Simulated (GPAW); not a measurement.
## STM contrast on HfSi2P4 monolayer

Aim: Tersoff-Hamann images of HfSi2P4 monolayer at several biases.

Method: GPAW, PAW setups; layer in a repeated cell with vacuum, relaxation of atoms and in-plane cell, in the first sound run; inputs show where later runs differ, in GPAW 26.7.0.

## (1) Starting point

The cell holds 7 atoms: 4 P, 2 Si and 1 Hf. Cell: a = 3.480 Å, b = 3.480 Å, c = 22.887 Å, α = 90.0°, β = 90.0°, γ = 120.0°. Vacuum lies along c.

## (2) Relaxing the atoms

Forces are removed first; all later runs use this geometry.

Input file run.py:

```python
import json
import numpy as np
from ase import Atoms
from ase.filters import FrechetCellFilter
from ase.optimize import BFGS
from gpaw import GPAW, PW

slab = Atoms(
    ['P', 'Si', 'P', 'Hf', 'P', 'Si', 'P'],
    positions=[
        [0.00000, 0.00000, 7.00000],
        [-0.00000, 2.00918, 7.64444],
        [-0.00000, 2.00918, 9.75444],
        [0.00000, 0.00000, 11.44376],
        [-0.00000, 2.00918, 13.13309],
        [-0.00000, 2.00918, 15.24309],
        [0.00000, 0.00000, 15.88753]],
    cell=[[3.48, 0.0, 0.0], [-1.74, 3.01377, 0.0], [0.0, 0.0, 22.8875]],
    pbc=[True, True, True])

slab.calc = GPAW(mode=PW(600), xc='PBE', kpts={'size': (9, 9, 1), 'gamma': True},
                 occupations={'name': 'fermi-dirac', 'width': 0.05}, nbands='200%',
                 convergence={'density': 1e-05}, maxiter=200,
                 symmetry={'tolerance': 1e-3}, txt='slab.txt')
result = {}
# The in-plane cell is free; stress needs a cell that repeats along all three vectors
path = []
opt = BFGS(FrechetCellFilter(slab, mask=[1, 1, 0, 0, 0, 1]), maxstep=0.2)
opt.attach(lambda: path.append((slab.get_potential_energy(), slab.positions.tolist(), slab.get_forces().tolist())))
result['relaxed'] = bool(opt.run(fmax=0.02, steps=45))
result['path'] = path
result['cell'] = slab.cell.tolist()
print('in-plane lattice', slab.cell.cellpar().round(4)[[0, 1, 5]])
energy = slab.get_potential_energy()
fermi = slab.calc.get_fermi_level()
v = slab.calc.get_electrostatic_potential().mean((0, 1)) - fermi
n = slab.calc.get_pseudo_density().mean((0, 1))
L = slab.cell[2, 2]
z = np.arange(len(v)) * L / len(v)
low, high = slab.positions[:, 2].min(), slab.positions[:, 2].max()
below, above = np.interp([low - 4.8, high + 4.8], z, v)
slopes = [np.interp(x, z, np.gradient(v, z)) for x in (low - 4.8, high + 4.8)]
eps = np.array([[slab.calc.get_eigenvalues(k, s) for k in range(len(slab.calc.get_ibz_k_points()))]
                for s in range(slab.calc.get_number_of_spins())]) - fermi
top, bottom = eps[eps < 0].max(), eps[eps > 0].min()
dipole = slab.get_dipole_moment()[2]
print(f'energy {energy:.4f} eV, Fermi level {fermi:.4f} eV, dipole {dipole:.5f} e A')
print(f'potential 4.8 A off the faces, from the Fermi level: lower {below:.4f} eV, upper {above:.4f} eV')
print(f'slope of the potential there: lower {slopes[0]:.5f}, upper {slopes[1]:.5f} eV/A')
print(f'nearest levels on the mesh: {top:.4f} and {bottom:.4f} eV')
print('magnetic moment', round(slab.get_magnetic_moment(), 3))
result.update(energy=energy, fermi=fermi, dipole=dipole, below=below, above=above, slopes=slopes, edges=[top, bottom],
              z=z.tolist(), v=v.tolist(), n=n.tolist(), positions=slab.positions.tolist(),
              forces=slab.get_forces(apply_constraint=False).tolist(), moments=slab.get_magnetic_moments().tolist())
json.dump(result, open('result.json', 'w'))
```

The run is started by

```bash
$ OMP_NUM_THREADS=1 OPENBLAS_NUM_THREADS=1 python run.py
```

The log of the run:

```text
Step          Energy          fmax
BFGS:    0      -40.015658        3.693839
BFGS:    1      -40.763454        3.125788
BFGS:    2      -42.041260        0.795893
BFGS:    3      -42.070167        0.723109
BFGS:    4      -42.223919        0.227915
BFGS:    5      -42.232454        0.087725
BFGS:    6      -42.233043        0.033496
BFGS:    7      -42.233097        0.021115
BFGS:    8      -42.233179        0.026727
BFGS:    9      -42.233331        0.038649
BFGS:   10      -42.233543        0.042283
BFGS:   11      -42.233710        0.028872
BFGS:   12      -42.233773        0.011323
in-plane lattice [  3.6406   3.6406 120.    ]
energy -42.2307 eV, Fermi level 0.6238 eV, dipole 0.00043 e A
potential 4.8 A off the faces, from the Fermi level: lower 5.5203 eV, upper 5.5190 eV
slope of the potential there: lower 0.00031, upper 0.00041 eV/A
nearest levels on the mesh: -0.2192 and 0.0022 eV
magnetic moment 0.0
```

The job ended after 24 min (1 thread of Intel Xeon Platinum 8259CL at 2.50GHz (Skylake/Cascade Lake), shared host; peak memory 0.51 GiB).

This step gave:

```yaml
dipole_along_the_normal: 4.33e-4 e·Å
levels_nearest_the_fermi_level_on_the_mesh: -0.2192, 0.002197 eV from the Fermi level
```

The electrostatic potential energy of an electron (without an applied field's), less the Fermi level, planar mean by z:

| z (Å) | electrostatic potential energy of an electron (without an applied field's), less the Fermi level, planar mean (eV) |
| --- | --- |
| 0.0 | 5.52 |
| 0.5 | 5.52 |
| 1.0 | 5.52 |
| 1.5 | 5.52 |
| 2.0 | 5.52 |
| 2.5 | 5.52 |
| 3.0 | 5.52 |
| 3.5 | 5.52 |
| 4.0 | 5.50 |
| 4.5 | 5.45 |
| 5.0 | 5.21 |
| 5.5 | 4.18 |
| 6.0 | 0.145 |
| 6.5 | -10.4 |
| 7.0 | -12.0 |
| 7.5 | -11.6 |
| 8.0 | -7.07 |
| 8.5 | 0.500 |
| 9.0 | 1.89 |
| 9.5 | -4.12 |
| 10.0 | -10.8 |
| 10.5 | -5.22 |
| 11.0 | -10.5 |
| 11.5 | -17.1 |
| 12.0 | -8.22 |
| 12.5 | -6.03 |
| 13.0 | -10.8 |
| 13.5 | -2.04 |
| 14.0 | 2.15 |
| 14.5 | -0.686 |
| 15.0 | -9.10 |
| 15.5 | -11.1 |
| 16.0 | -13.0 |
| 16.5 | -7.73 |
| 17.0 | 1.53 |
| 17.5 | 4.54 |
| 18.0 | 5.29 |
| 18.5 | 5.46 |
| 19.0 | 5.51 |
| 19.5 | 5.52 |
| 20.0 | 5.52 |
| 20.5 | 5.52 |
| 21.0 | 5.52 |
| 21.5 | 5.52 |
| 22.0 | 5.52 |
| 22.5 | 5.52 |

Table of pseudo valence density, planar mean by z:

| z (Å) | pseudo valence density, planar mean (e/Å³) |
| --- | --- |
| 3 | 4.5e-5 |
| 4 | 8.3e-4 |
| 5 | 0.0151 |
| 6 | 0.182 |
| 7 | 0.372 |
| 8 | 0.188 |
| 9 | 0.161 |
| 10 | 0.276 |
| 11 | 0.547 |
| 12 | 0.465 |
| 13 | 0.260 |
| 14 | 0.150 |
| 15 | 0.201 |
| 16 | 0.343 |
| 17 | 0.149 |
| 18 | 0.0107 |
| 19 | 5.9e-4 |
| 20 | 3.2e-5 |

The relaxation lowered the energy of the cell by 2.23 eV (energies extrapolated to zero smearing; the optimiser's log prints free energies). The largest force left on a free atom is 0.011 eV/Å.

## (3) The slab's potential

With the geometry fixed, the planar mean of the potential gives the vacuum level on each side.

This step: GPAW, PAW setups; slab in vacuum (GPAW 26.7.0).

The cell differs from the one that the last finished run ended in (c 22.887 → 23.493 Å).

Input file run.py:

```python
import json
import numpy as np
from ase import Atoms
from ase.dft.stm import STM
from gpaw import GPAW, PW

slab = Atoms(
    ['P', 'Si', 'P', 'Hf', 'P', 'Si', 'P'],
    positions=[
        [-0.00000, -0.00000, 7.00000],
        [-0.00000, 2.10192, 7.97438],
        [-0.00000, 2.10192, 10.22693],
        [0.00000, -0.00000, 11.74653],
        [-0.00000, 2.10192, 13.26615],
        [-0.00000, 2.10192, 15.51869],
        [-0.00000, -0.00000, 16.49308]],
    cell=[[3.64064, 0.0, 0.0], [-1.82032, 3.15289, 0.0], [0.0, 0.0, 23.4931]],
    pbc=[True, True, False])

slab.calc = GPAW(mode=PW(400), xc='PBE', kpts={'size': (9, 9, 1), 'gamma': True},
                 occupations={'name': 'fermi-dirac', 'width': 0.05}, nbands='200%',
                 convergence={'density': 1e-05}, maxiter=200,
                 poissonsolver={'dipolelayer': 'xy'},
                 symmetry={'tolerance': 1e-3}, txt='slab.txt')
result = {}
energy = slab.get_potential_energy()
fermi = slab.calc.get_fermi_level()
v = slab.calc.get_electrostatic_potential().mean((0, 1)) - fermi
n = slab.calc.get_pseudo_density().mean((0, 1))
L = slab.cell[2, 2]
z = np.arange(len(v)) * L / len(v)
low, high = slab.positions[:, 2].min(), slab.positions[:, 2].max()
below, above = np.interp([low - 4.8, high + 4.8], z, v)
slopes = [np.interp(x, z, np.gradient(v, z)) for x in (low - 4.8, high + 4.8)]
eps = np.array([[slab.calc.get_eigenvalues(k, s) for k in range(len(slab.calc.get_ibz_k_points()))]
                for s in range(slab.calc.get_number_of_spins())]) - fermi
top, bottom = eps[eps < 0].max(), eps[eps > 0].min()
dipole = slab.get_dipole_moment()[2]
print(f'energy {energy:.4f} eV, Fermi level {fermi:.4f} eV, dipole {dipole:.5f} e A')
print(f'potential 4.8 A off the faces, from the Fermi level: lower {below:.4f} eV, upper {above:.4f} eV')
print(f'slope of the potential there: lower {slopes[0]:.5f}, upper {slopes[1]:.5f} eV/A')
print(f'nearest levels on the mesh: {top:.4f} and {bottom:.4f} eV')
print('magnetic moment', round(slab.get_magnetic_moment(), 3))
result.update(energy=energy, fermi=fermi, dipole=dipole, below=below, above=above, slopes=slopes, edges=[top, bottom],
              z=z.tolist(), v=v.tolist(), n=n.tolist(), positions=slab.positions.tolist(),
              forces=slab.get_forces(apply_constraint=False).tolist(), moments=slab.get_magnetic_moments().tolist())

# Images need the states of the whole zone, up to time reversal
slab.calc = slab.calc.fixed_density(symmetry={'point_group': False}, txt='states.txt', nbands='290%',
                                    convergence={'bands': 'CBM+1.8'})
stm = STM(slab)
result['stm'] = []
for bias in [-2.0, -1.0, 1.5]:
    height = high + 3.5
    current = stm.get_averaged_current(bias, height)
    x, y, h = stm.scan(bias, current)
    i, f = divmod(height / L * stm.ldos.shape[2], 1)
    I = abs((1 - f) * stm.ldos[:, :, int(i)] + f * stm.ldos[:, :, int(i) + 1])
    print(f'bias {bias} V: mean current at 3.5 A {current:.4e}, corrugation {np.ptp(h):.4f} A')
    result['stm'].append(dict(bias=bias, current=current, h=(h - high).tolist(), I=I.tolist()))
json.dump(result, open('result.json', 'w'))
```

The log of the run:

```text
energy -42.2223 eV, Fermi level 0.4655 eV, dipole -0.00059 e A
potential 4.8 A off the faces, from the Fermi level: lower 5.5159 eV, upper 5.5237 eV
slope of the potential there: lower -0.00004, upper 0.00004 eV/A
nearest levels on the mesh: -0.2194 and 0.0019 eV
magnetic moment 0.0
bias -2.0 V: mean current at 3.5 A 2.9811e-05, corrugation 0.3777 A
bias -1.0 V: mean current at 3.5 A 1.4449e-05, corrugation 0.2938 A
bias 1.5 V: mean current at 3.5 A 6.6872e-06, corrugation 0.1355 A
```

Wall time 4.1 min (1 thread); peak memory 0.54 GiB.

Numbers from this step:

```yaml
dipole_along_the_normal: -5.89e-4 e·Å
levels_nearest_the_fermi_level_on_the_mesh: -0.2194, 0.001947 eV from the Fermi level
upper_work_function: 5.524 eV
lower_work_function: 5.516 eV
corrugation_minus_2: 0.3777 Å
corrugation_minus_1: 0.2938 Å
corrugation_1p5: 0.1355 Å
```

The electrostatic potential energy of an electron (without an applied field's), less the Fermi level, planar mean oscillates, so the rows of the table below give means over windows of 1.78 Å about each position, cut where the curve ends. Its maxima inside the range that stand out by 2 % of the span (Å: eV): 7.6: -10.8, 9.1: 2.15, 10.9: -5.13, 12.6: -5.12, 14.4: 2.16, 15.9: -10.7. Its minima: 7.0: -13.5, 7.9: -11.8, 10.3: -11.0, 11.7: -17.3, 13.2: -11.0, 15.6: -11.7, 16.5: -13.5.

Table of electrostatic potential energy of an electron (without an applied field's), less the Fermi level, planar mean by z; means over each step:

| z (Å) | electrostatic potential energy of an electron (without an applied field's), less the Fermi level, planar mean (eV) |
| --- | --- |
| 0.89 | 5.52 |
| 2.67 | 5.52 |
| 4.45 | 5.45 |
| 6.23 | -1.60 |
| 8.01 | -8.10 |
| 9.79 | -3.92 |
| 11.57 | -10.8 |
| 13.35 | -5.38 |
| 15.13 | -5.33 |
| 16.91 | -4.96 |
| 18.69 | 5.33 |
| 20.47 | 5.52 |
| 22.25 | 5.52 |

The pseudo valence density, planar mean by z:

z (Å), pseudo valence density, planar mean (e/Å³) and a bar from the least value:
```
     0.00      0.000 
     0.63      0.000 
     1.26      0.000 
     1.89      0.000 
     2.52      0.000 
     3.15      0.000 
     3.78      0.000 
     4.40      0.001 
     5.03      0.007 
     5.66      0.041 ##
     6.29      0.179 #######
     6.92      0.274 ##########
     7.55      0.382 ###############
     8.18      0.200 ########
     8.81      0.144 #####
     9.44      0.181 #######
    10.07      0.251 ##########
    10.70      0.353 #############
    11.33      0.566 ######################
    11.96      0.789 ##############################
    12.59      0.367 ##############
    13.21      0.270 ##########
    13.84      0.219 ########
    14.47      0.140 #####
    15.10      0.180 #######
    15.73      0.319 ############
    16.36      0.324 ############
    16.99      0.238 #########
    17.62      0.071 ###
    18.25      0.012 
    18.88      0.002 
    19.51      0.000 
    20.14      0.000 
    20.77      0.000 
    21.40      0.000 
    22.02      0.000 
    22.65      0.000 
    23.28      0.000
```

Tip height over the top atom over a1 and a2. Sample bias -2 V, constant current at the mean current 3.5 Å over the top atom.

Values in Å, 12 rows by 16 columns, each cell a mean:
```
3.67 3.65 3.62 3.58 3.53 3.46 3.41 3.38 3.39 3.42 3.48 3.55 3.60 3.63 3.66 3.67
3.64 3.61 3.58 3.53 3.47 3.41 3.37 3.36 3.39 3.43 3.50 3.56 3.60 3.63 3.64 3.65
3.58 3.55 3.50 3.44 3.39 3.35 3.33 3.34 3.39 3.44 3.50 3.55 3.58 3.60 3.61 3.60
3.51 3.47 3.42 3.38 3.34 3.32 3.32 3.34 3.39 3.43 3.47 3.52 3.54 3.55 3.55 3.54
3.42 3.40 3.37 3.35 3.33 3.33 3.34 3.36 3.38 3.41 3.43 3.45 3.47 3.47 3.46 3.44
3.39 3.38 3.38 3.37 3.37 3.37 3.37 3.38 3.38 3.39 3.40 3.40 3.41 3.40 3.40 3.39
3.41 3.43 3.44 3.44 3.44 3.43 3.42 3.40 3.39 3.37 3.36 3.35 3.35 3.36 3.38 3.39
3.48 3.50 3.52 3.52 3.51 3.49 3.46 3.42 3.39 3.36 3.34 3.34 3.35 3.37 3.40 3.44
3.57 3.59 3.59 3.59 3.57 3.54 3.49 3.43 3.39 3.36 3.34 3.36 3.39 3.43 3.49 3.53
3.62 3.63 3.63 3.62 3.59 3.55 3.50 3.44 3.39 3.36 3.37 3.40 3.45 3.51 3.56 3.60
3.66 3.67 3.65 3.63 3.60 3.55 3.48 3.42 3.39 3.38 3.41 3.46 3.52 3.58 3.62 3.64
3.68 3.68 3.65 3.62 3.58 3.52 3.45 3.41 3.39 3.40 3.44 3.51 3.57 3.61 3.64 3.67
```
Columns: a1 from 0 to 0.944; rows upwards: a2 from 0 to 0.944.

Local density of states summed over the bias window over a1 and a2. Sample bias -2 V, constant height 3.5 Å over the top atom.

Ten even steps from '0' (1.85 × 1e-5 arbitrary) to '9' (5.41 × 1e-5 arbitrary):
```
998653210012356899
886542100012456889
765421000012456788
654210000012456666
432100000012345555
321000000012334443
110000000011222222
100000000011111111
100000000111111111
111111111100000001
122222211100000011
334443321100000112
455554321100001123
666665421100011245
788765421100112456
898865421101124568
999865321111235689
998764311111346789
```
Columns: a1 from 0 to 0.944; rows upwards: a2 from 0 to 0.944.

Tip height over the top atom over a1 and a2. Sample bias -1 V, constant current at the mean current 3.5 Å over the top atom.

Ten even steps from '0' (3.36 Å) to '9' (3.66 Å):
```
998865321123568899
988754211124578899
887542100124578888
765421000124567888
654210000124566776
432100000123455555
221000000122344443
111000001112222222
111111111111111111
122222221110000011
234444322100000012
455555432100000123
667766542100001245
788876542100012456
888887542100124578
999887542111245788
999886532112356889
999876421112467899
```
Columns: a1 from 0 to 0.944; rows upwards: a2 from 0 to 0.944.

Local density of states summed over the bias window over a1 and a2. Sample bias -1 V, constant height 3.5 Å over the top atom.

Ten even steps from '_' (1.03 × 1e-5 arbitrary) to '@' (2.36 × 1e-5 arbitrary):
```
@@@@%%**++--::..____..::--++**%%@@@@
%%%%**++--::..______..::--++**%%%%@@
##**++==::..________..::==++**##%%%%
**++--::..__________..::--++********
==--::..____________..::--==++++++++
::::..______________..::::----==----
....________________....::::::::::::
..__________________................
____________________________________
..................__________________
..::::::::::::....________________..
::----==----::::..______________..::
==++++++++==--::..____________..::--
**********++--::..__________..::--++
##%%%%##**++==::..________..::==++**
%%@@%%%%**++--::..______..::--++**%%
@@@@@@%%**++--::..____..::--++**%%@@
@@@@%%##**==::....__....::==**##%%@@
```
Columns: a1 from 0 to 0.944; rows upwards: a2 from 0 to 0.944.

Tip height over the top atom over a1 and a2. Sample bias 1.5 V, constant current at the mean current 3.5 Å over the top atom.

Ten even steps from '0' (3.44 Å) to '9' (3.58 Å):
```
998764321123467899
987653210123567899
876532100123567888
765321000123567777
543210000123456666
432100000123445554
221000000122344443
210000000122233322
111111111112222221
222222222111111111
233333322211111122
445554432211111223
566665443211112344
777776543211123456
888876543211234567
999876542212245678
999876432112346789
999875422122457899
```
Columns: a1 from 0 to 0.944; rows upwards: a2 from 0 to 0.944.

Local density of states summed over the bias window over a1 and a2. Sample bias 1.5 V, constant height 3.5 Å over the top atom.

Values in units of 1e-6 arbitrary, 12 rows by 16 columns, each cell a mean:
```
7.9 7.7 7.5 7.2 6.8 6.5 6.3 6.2 6.2 6.4 6.6 6.9 7.3 7.6 7.8 7.9
7.6 7.4 7.2 6.8 6.5 6.3 6.1 6.1 6.2 6.4 6.7 7.0 7.3 7.5 7.7 7.7
7.2 6.9 6.7 6.4 6.2 6.1 6.0 6.0 6.2 6.4 6.7 6.9 7.2 7.3 7.4 7.3
6.8 6.6 6.3 6.2 6.0 6.0 6.0 6.0 6.2 6.4 6.6 6.8 6.9 7.0 7.0 6.9
6.4 6.3 6.1 6.1 6.0 6.0 6.0 6.1 6.2 6.3 6.4 6.5 6.6 6.6 6.6 6.5
6.3 6.2 6.2 6.1 6.1 6.1 6.1 6.2 6.2 6.3 6.3 6.4 6.4 6.4 6.4 6.3
6.3 6.4 6.4 6.4 6.4 6.4 6.4 6.3 6.3 6.3 6.2 6.2 6.2 6.2 6.3 6.3
6.6 6.7 6.8 6.8 6.7 6.6 6.5 6.4 6.3 6.2 6.2 6.2 6.2 6.3 6.4 6.5
7.1 7.2 7.2 7.2 7.1 6.9 6.7 6.5 6.3 6.2 6.2 6.2 6.3 6.5 6.7 6.9
7.5 7.6 7.6 7.5 7.3 7.0 6.7 6.5 6.3 6.2 6.3 6.4 6.5 6.8 7.0 7.3
7.9 7.9 7.8 7.6 7.3 7.0 6.7 6.4 6.3 6.3 6.4 6.6 6.9 7.2 7.5 7.7
8.0 7.9 7.8 7.5 7.2 6.8 6.5 6.3 6.3 6.3 6.5 6.8 7.1 7.4 7.7 7.9
```
Columns: a1 from 0 to 0.944; rows upwards: a2 from 0 to 0.944.

The potential is flat to 4.3e-5 eV/Å where it is read, so the vacuum is wide enough.

## (4) Summary of results

| Quantity | Value |
| --- | --- |
| work function, upper and lower face | 5.524 and 5.516 eV |
| dipole along the normal | -5.9e-4 e Å |
| corrugation at -2 V | 0.378 Å |
| corrugation at -1 V | 0.294 Å |
| corrugation at 1.5 V | 0.136 Å |

**Reading.** The corrugation at constant current is largest at -2 V, where the tip height varies by 0.38 Å over the cell. Negative sample bias images filled states, positive bias empty ones. The images are of Tersoff-Hamann type: an s-wave tip, no tip-sample forces, heights closer than in a microscope. The starting lattice was a guess from atomic radii; the relaxation moved it by 5 %. The small printed dipole stands for a step of 9.3 meV from the lower to the upper face, and the probes find 7.8 meV; values this small are near the numerical noise of both. The layer's cell and atoms come from the relaxation; spin-orbit coupling and temperature are left out.

[Logs are printed without paths, hosts, clocks, repeated set-up lines and the standing remarks that a program may print on its own settings, such as how far it seeks lower states.]

[Hosts, paths, dates, database ids (printed as entryN), source tags and the programs' standing remarks are cut or masked in the printed files.]
